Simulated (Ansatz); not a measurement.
# W chain started as a strip of triangles: period, moment and channels by functional, part 3 of 4

Aim: how far do the period, the moment and the conductance of the W chain started as a strip of triangles depend on the functional, the datasets and spin-orbit coupling, and at what cost?

Ansatz 0.2.0; DFT PBE, plane waves, PAW; relaxation of a chain's period (the session's first sound run).

So far, conductance of the lead as this run defines it (G₀): step 3 (the perfect wire, level PBE, cutoff 420 eV) 3.92; step 5 (RPBE, another cell) 3.85.

### 6. Relaxing the period

This step: DFT PBEsol, plane waves, PAW; relaxation of a chain's period (Ansatz 0.2.0).

The relaxation is repeated under another functional. PBEsol weakens PBE's gradient terms and usually lands between LDA and PBE.

input.yaml reads:

```yaml
crystal:
  lattice:
    - [9.0, 0.0, 0.0]
    - [0.0, 7.5, 0.0]
    - [0.0, 0.0, 3.17034]
  atoms:
    - { symbol: W, position: [0.34952, 0.5, 0.0], spin: 2.0 }
    - { symbol: W, position: [0.65048, 0.5, 0.5], spin: 2.0 }
magnetization:
  spin_polarized: true
kpoints:
  mp_grid: { grid: [1, 1, 26] }
scf:
  occupations: { method: fermi_dirac, width: 0.05 }
hamiltonian:
  xc: pbesol
relax:
  cell: { fix: [a, b, alpha, beta, gamma] }
  max_steps: 60
```

Run with:

```console
> ansatz run input.yaml --threads 4 --pin off --max-ram 8192MiB --backend cpu --events-out ev --progress --plain --runs-dir out
```

Numbers of over 12 decimals in the logs are rounded to 6 here.

Output:

```text
[...]
Crystal: 2 atoms, lattice volume = 213.998 Å³
Basis set: ecut = 420 eV, 4217 PW (Γ), exchange–correlation on 128×108×48 points (8 copies of the dense FFT grid, shifted against one another)
Bands: 20, of which v1, the nominal top of the filled ones, is band 14 counted from 1 (13 counted from 0)
Symmetry: 8 space group operations
[...]
0.000000      -0.308950       0.000000
        0.000000       0.000000      -0.002721
  P = ⅓ Tr σ = -0.0190 GPa (-0.190 kbar)
--- Relaxed structure (8 steps of the walk, 7 accepted, 1 SCFs on fresh bases) ---
[...]
cell:  # Å, volume = 198.5326 Å³
    - [9.0, 0.0, 0.0]
    - [0.0, 7.5, 0.0]
    - [0.0, 0.0, 2.941224]
  atoms:
    - { symbol: W, position: [0.403237, 0.5, 0.0] }
    - { symbol: W, position: [0.596763, 0.5, 0.5] }
[key lines of the parts left out:]
SCF converged after 7 iterations
Magnetization: -0.0000 μB (14.0000 up, 14.0000 down)
Free energy (F): -20504.860422 eV
Fermi energy:    0.374000 eV
```

Run time: 23 s. Hardware: 4 threads of Arm Neoverse V2, shared host; peak memory 0.53 GiB.

Relaxation path:

| step | energy less that of the first step (eV) | largest force component (eV/Å) | pressure (GPa) | volume (Å³) |
| --- | --- | --- | --- | --- |
| 1 | 0.0000 | 3.8284 | -6.43 | 214.00 |
| 2 | -2.1100 | 4.5745 | -6.41 | 208.32 |
| 3 | -4.6515 | 4.9337 | -4.35 | 204.53 |
| 4 | -4.5706 | 7.6052 | 5.07 | 201.42 |
| 5 | -5.2298 | 1.6831 | -1.35 | 199.43 |
| 6 | -5.2673 | 0.9037 | 0.57 | 198.95 |
| 7 | -5.2793 | 0.0116 | 0.00 | 198.32 |
| 8 | -5.2794 | 0.0003 | -0.02 | 198.53 |
| 9* | -5.2788 | 0.0003 | -0.02 | 198.53 |

Relaxation steps marked * repeat the geometry before them on a plane-wave basis chosen anew for their cell, so energy and pressure can jump there. Relaxation step 4 was tried and not accepted.

Forces are held to the 8 operations that the run works with; a distortion that breaks them can't arise in this run.

| cell as run | before | after | change |
| --- | --- | --- | --- |
| c (Å) | 3.170 | 2.941 | -7.2 % |

The atoms that moved most (Å, along periodic axes as changes of fractional coordinates times the final cell, across vacuum about the mean position):

| atom | dx | dy | dz | length |
| --- | --- | --- | --- | --- |
| W1 | 0.483 | 0.000 | 0.000 | 0.483 |
| W2 | -0.483 | 0.000 | 0.000 | 0.483 |

Final coordinates:

```
W
1.0
     9.00000    0.00000    0.00000
     0.00000    7.50000    0.00000
     0.00000    0.00000    2.94122
W
2
Direct
  0.40324 0.50000 0.00000
  0.59676 0.50000 0.50000
```

The cell's length comes to 2.941 Å, -1.2 % against the first run, with no moment.

### 7. The wire at its relaxed period, level PBEsol, cutoff 420 eV

This step: DFT PBEsol, plane waves, PAW; channels and complex bands of a perfect chain (Ansatz 0.2.0).

The channels are counted again under PBEsol, at the period that it gave.

input.yaml reads:

```yaml
crystal:
  lattice:
    - [9.0, 0.0, 0.0]
    - [0.0, 7.5, 0.0]
    - [0.0, 0.0, 2.9412235851]
  atoms:
    - { symbol: W, position: [0.4032369, 0.5, 0.0] }
    - { symbol: W, position: [0.5967631, 0.5, 0.5] }
kpoints:
  mp_grid: { grid: [1, 1, 28] }
  band_path: { path: ["Γ", Z], npoints: 60 }
scf:
  occupations: { method: fermi_dirac, width: 0.05 }
hamiltonian:
  xc: pbesol
output:
  transmission:
    e_range: [-2, 2]
    de: 0.035
    kmesh: [1, 1]
    reduced_basis: true
    leads: [[0, 0]]
  dos: { projected: true, e_range: [-6, 4] }
```

Output:

```text
[...]
Crystal: 2 atoms, lattice volume = 198.533 Å³
Basis set: ecut = 420 eV, 3855 PW (Γ)
Bands: 18, of which v1, the nominal top of the filled ones, is band 14 counted from 1 (13 counted from 0)
Symmetry: 8 space group operations
[...]
k-points: 15 of 28
[...]
k-point 14: bands = [... 10 lower, -2.1532, -2.1532, 0.3988, 0.3988, 1.3452, 1.3452, 2.4914, 2.4914]
--- Transmission ---
  basis      : 595 plane waves across, 4 finite elements along
  points     : 1, standing for a mesh of 1 x 1
[...]
crystal 0  : W2, at the sites [0, 0], period 2.9412 Å: whole cells are its period
[...]
filled         : 13.8 meV under the level at which it is neutral
    channels       : 4.000000e0 a spin
[...]
[key lines of the parts left out:]
SCF converged after 7 iterations
Free energy (F): -20504.859617 eV
Fermi energy:    0.363522 eV
```

It took 26 s on 4 threads; peak memory 0.67 GiB; 91 s of CPU time.

At the computed energy nearest the Fermi level there are 4 channels a spin, and the thermal average gives 3.96 G₀.

### 8. The relaxed wire, cutoff 500 eV

This step: DFT r2SCAN, plane waves, PAW; relaxation of a chain's period (Ansatz 0.2.0).

The relaxation is repeated under another functional. r2SCAN also reads the kinetic-energy density; it often gives larger moments and wider gaps than PBE, at a higher cost. Against the first PBE run of this kind, the cutoff is 500 eV against 420.

input.yaml reads:

```yaml
crystal:
  lattice:
    - [9.0, 0.0, 0.0]
    - [0.0, 7.5, 0.0]
    - [0.0, 0.0, 3.17034]
  atoms:
    - { symbol: W, position: [0.34952, 0.5, 0.0], spin: 2.0 }
    - { symbol: W, position: [0.65048, 0.5, 0.5], spin: 2.0 }
magnetization:
  spin_polarized: true
kpoints:
  mp_grid: { grid: [1, 1, 26] }
scf:
  occupations: { method: fermi_dirac, width: 0.05 }
hamiltonian:
  xc: r2scan
relax:
  cell: { fix: [a, b, alpha, beta, gamma] }
  max_steps: 60
```

Output:

```text
[...]
Crystal: 2 atoms, lattice volume = 213.998 Å³
Basis set: ecut = 500 eV, 5421 PW (Γ), exchange–correlation on 288×240×96 points (64 copies of the dense FFT grid, shifted against one another)
Bands: 20, of which v1, the nominal top of the filled ones, is band 14 counted from 1 (13 counted from 0)
Symmetry: 8 space group operations
[...]
0.000000      -0.000000      -0.003917
  P = ⅓ Tr σ = -0.0393 GPa (-0.393 kbar)
--- Relaxed structure (8 steps of the walk, 7 accepted, 1 SCFs on fresh bases) ---
[...]
cell:  # Å, volume = 200.4918 Å³
    - [9.0, 0.0, 0.0]
    - [0.0, 7.5, 0.0]
    - [0.0, 0.0, 2.970249]
  atoms:
    - { symbol: W, position: [0.404184, 0.500000, 0.0] }
    - { symbol: W, position: [0.595816, 0.500000, 0.5] }
[key lines of the parts left out:]
SCF converged after 9 iterations
Magnetization: -0.0000 μB (14.0000 up, 14.0000 down)
Free energy (F): -20786.392728 eV
Fermi energy:    0.388646 eV
```

Wall time 1.8 min (4 threads); peak memory 1 GiB; 7.1 min of CPU time.

Step by step:

| step | energy less that of the first step (eV) | largest force component (eV/Å) | pressure (GPa) | volume (Å³) |
| --- | --- | --- | --- | --- |
| 1 | 0.0000 | 1.9898 | -3.68 | 214.00 |
| 2 | -1.6307 | 3.9660 | -5.69 | 205.54 |
| 3 | -3.5508 | 4.7835 | -3.73 | 200.40 |
| 4 | -3.3200 | 8.0469 | 5.93 | 199.45 |
| 5 | -4.0417 | 1.4934 | -1.36 | 202.55 |
| 6 | -4.0741 | 0.7214 | 0.66 | 199.07 |
| 7 | -4.0837 | 0.0399 | -0.09 | 200.71 |
| 8 | -4.0838 | 0.0016 | -0.04 | 200.49 |
| 9* | -4.0828 | 0.0017 | -0.04 | 200.49 |

Relaxation steps marked * repeat the geometry before them on a plane-wave basis chosen anew for their cell, so energy and pressure can jump there. Relaxation step 4 was tried and not accepted.

The run keeps the 8 symmetry operations that it works with, so distortions that break them were not tested.

| cell as run | before | after | change |
| --- | --- | --- | --- |
| c (Å) | 3.170 | 2.970 | -6.3 % |

The atoms that moved most (Å, along periodic axes as changes of fractional coordinates times the final cell, across vacuum about the mean position):

| atom | dx | dy | dz | length |
| --- | --- | --- | --- | --- |
| W1 | 0.492 | 0.000 | 0.000 | 0.492 |
| W2 | -0.492 | 0.000 | 0.000 | 0.492 |

The relaxed structure:

```xyz
2
Lattice="9.0000 0.0000 0.0000 0.0000 7.5000 0.0000 0.0000 0.0000 2.9702" Properties=species:S:1:pos:R:3
W     3.6377    3.7500    0.0000
W     5.3623    3.7500    1.4851
```

The cell's length comes to 2.970 Å, -0.2 % against the first run, with no moment.

The cell shrank by 6.3 % in its periodic edges. From the first step to the last the energy fell by 4.083 eV, across changes of basis, and the largest move was 0.49 Å (W1 and 1 other atom alike).

### 9. Bands of the perfect wire, level r2SCAN, cutoff 500 eV

This step: DFT r2SCAN, plane waves, PAW; channels and complex bands of a perfect chain (Ansatz 0.2.0).

The channels are counted again under r2SCAN, at the period that it gave. Its window is narrower, to save time.

input.yaml reads:

```yaml
crystal:
  lattice:
    - [9.0, 0.0, 0.0]
    - [0.0, 7.5, 0.0]
    - [0.0, 0.0, 2.9702485259]
  atoms:
    - { symbol: W, position: [0.404184031, 0.5, 0.0] }
    - { symbol: W, position: [0.595815969, 0.5, 0.5] }
kpoints:
  mp_grid: { grid: [1, 1, 27] }
  band_path: { path: ["Γ", Z], npoints: 60 }
scf:
  occupations: { method: fermi_dirac, width: 0.05 }
hamiltonian:
  xc: r2scan
output:
  transmission:
    e_range: [-0.7, 0.7]
    de: 0.035
    kmesh: [1, 1]
    reduced_basis: true
    leads: [[0, 0]]
  dos: { projected: true, e_range: [-6, 4] }
```

Output:

```text
[...]
Crystal: 2 atoms, lattice volume = 200.492 Å³
Basis set: ecut = 500 eV, 5125 PW (Γ), exchange–correlation on 288×240×96 points (64 copies of the dense FFT grid, shifted against one another)
Bands: 18, of which v1, the nominal top of the filled ones, is band 14 counted from 1 (13 counted from 0)
Symmetry: 8 space group operations
[...]
k-points: 14 of 27
[...]
k-point 13: bands = [... 10 lower, -2.2763, -2.0717, 0.3325, 0.4473, 1.3830, 1.4126, 2.6092, 2.8270]
--- Transmission ---
  basis      : 711 plane waves across, 4 finite elements along
  points     : 1, standing for a mesh of 1 x 1
[...]
crystal 0  : W2, at the sites [0, 0], period 2.9702 Å: whole cells are its period
[...]
filled         : 5.8 meV under the level at which it is neutral
    channels       : 4.000000e0 a spin
[...]
[key lines of the parts left out:]
SCF converged after 7 iterations
Free energy (F): -20786.391689 eV
Fermi energy:    0.381995 eV
```

Wall time 21 s (4 threads); peak memory 1 GiB.

At the computed energy nearest the Fermi level there are 4 channels a spin, and the thermal average gives 3.85 G₀.

### 10. The series together

Times are for 4 threads of Arm Neoverse V2, shared host. Results by setting:

| no. | level | conductance of the lead as this run defines it (G₀) | time | memory (GiB) |
| --- | --- | --- | --- | --- |
| 1 | PBE | 3.916 | 26 s | 0.66 |
| 2 | RPBE | 3.849 | 28 s | 0.7 |
| 3 | PBEsol | 3.957 | 26 s | 0.67 |
| 4 | r2SCAN | 3.851 | 21 s | 1.0 |

### 11. The relaxed wire, cutoff 1290 eV

This step: DFT PBE, plane waves, PAW (JTH); relaxation of a chain's period (Ansatz 0.2.0).

The same functional on other atomic datasets tests how far the result hangs on the treatment of the cores. Against the first PBE run of this kind, the cutoff is 1290 eV against 420.

input.yaml reads:

```yaml
crystal:
  lattice:
    - [9.0, 0.0, 0.0]
    - [0.0, 7.5, 0.0]
    - [0.0, 0.0, 3.17034]
  atoms:
    - { symbol: W, position: [0.34952, 0.5, 0.0], spin: 2.0 }
    - { symbol: W, position: [0.65048, 0.5, 0.5], spin: 2.0 }
magnetization:
  spin_polarized: true
kpoints:
  mp_grid: { grid: [1, 1, 26] }
scf:
  occupations: { method: fermi_dirac, width: 0.05 }
hamiltonian:
  xc: pbe
  pseudopotentials: { kind: paw, source: jth }
relax:
  cell: { fix: [a, b, alpha, beta, gamma] }
  max_steps: 60
```

Output:

```text
[...]
0.000000      -0.318520       0.000000
        0.000000       0.000000       0.000493
  P = ⅓ Tr σ = -0.0177 GPa (-0.177 kbar)
--- Relaxed structure (8 steps of the walk, 7 accepted, 1 SCFs on fresh bases) ---
[...]
cell:  # Å, volume = 201.2045 Å³
    - [9.0, 0.0, 0.0]
    - [0.0, 7.5, 0.0]
    - [0.0, 0.0, 2.980808]
  atoms:
    - { symbol: W, position: [0.402313, 0.5, 0.0] }
    - { symbol: W, position: [0.597687, 0.5, 0.5] }
[key lines of the parts left out:]
SCF converged after 6 iterations
Magnetization: -0.0000 μB (14.0000 up, 14.0000 down)
Free energy (F): -20679.785170 eV
Fermi energy:    0.253184 eV
```

Wall time 1.9 min (4 threads); peak memory 1.5 GiB.

The cell's length comes to 2.981 Å, +0.1 % against the first run, with no moment.

### 12. The relaxed wire

This step: DFT PBE, plane waves, PAW; relaxation of a chain's period (Ansatz 0.2.0).

No moment formed, so a run without spin should agree; this checks it and saves time.

input.yaml, the sections that differ from step 11:

```yaml
crystal:
  lattice:
    - [9.0, 0.0, 0.0]
    - [0.0, 7.5, 0.0]
    - [0.0, 0.0, 3.17034]
  atoms:
    - { symbol: W, position: [0.34952, 0.5, 0.0] }
    - { symbol: W, position: [0.65048, 0.5, 0.5] }
hamiltonian:
  xc: pbe
# kpoints, scf, relax: as in step 11
# magnetization: removed
```

Output:

```text
[...]
Crystal: 2 atoms, lattice volume = 213.998 Å³
Basis set: ecut = 420 eV, 4217 PW (Γ), exchange–correlation on 128×108×48 points (8 copies of the dense FFT grid, shifted against one another)
Bands: 18, of which v1, the nominal top of the filled ones, is band 14 counted from 1 (13 counted from 0)
Symmetry: 8 space group operations
[...]
k-points: 14 of 26
[...]
0.262267       0.000000       0.000000
        0.000000      -0.318838       0.000000
        0.000000       0.000000       0.003041
  P = ⅓ Tr σ = -0.0178 GPa (-0.178 kbar)
--- Relaxed structure (8 steps of the walk, 7 accepted, 1 SCFs on fresh bases) ---
[...]
cell:  # Å, volume = 200.9930 Å³
    - [9.0, 0.0, 0.0]
    - [0.0, 7.5, 0.0]
    - [0.0, 0.0, 2.977674]
  atoms:
    - { symbol: W, position: [0.402697, 0.5, 0.0] }
    - { symbol: W, position: [0.597303, 0.5, 0.500000] }
[key lines of the parts left out:]
SCF converged after 6 iterations
Free energy (F): -20762.063407 eV
Fermi energy:    0.392555 eV
```

The job ended after 7.5 s (4 threads; peak memory 0.47 GiB; 27 s of CPU time).

The cell's length comes to 2.978 Å, +0.0 % against the first run, with spin left out.

### 13. Comparing the runs

Times are for 4 threads of Arm Neoverse V2, shared host. The series side by side:

| no. | level | cell length along the wire (Å) | time | memory (GiB) |
| --- | --- | --- | --- | --- |
| 1 | PBE | 2.977 | 23 s | 0.53 |
| 2 | RPBE | 3.001 | 30 s | 0.54 |
| 3 | PBEsol | 2.941 | 23 s | 0.53 |
| 4 | r2SCAN | 2.970 | 1.8 min | 1 |
| 5 | PBE, JTH files | 2.981 | 1.9 min | 1.5 |
| 6 | PBE, no spin | 2.978 | 7.5 s | 0.47 |

(Part 3 of 4 ends here.)

[Logs are printed without paths, hosts, clocks, repeated set-up lines and the standing remarks that a program may print on its own settings, such as how far it seeks lower states.]

[Hosts, paths, dates, database ids (printed as entryN), source tags and the programs' standing remarks are cut or masked in the printed files.]
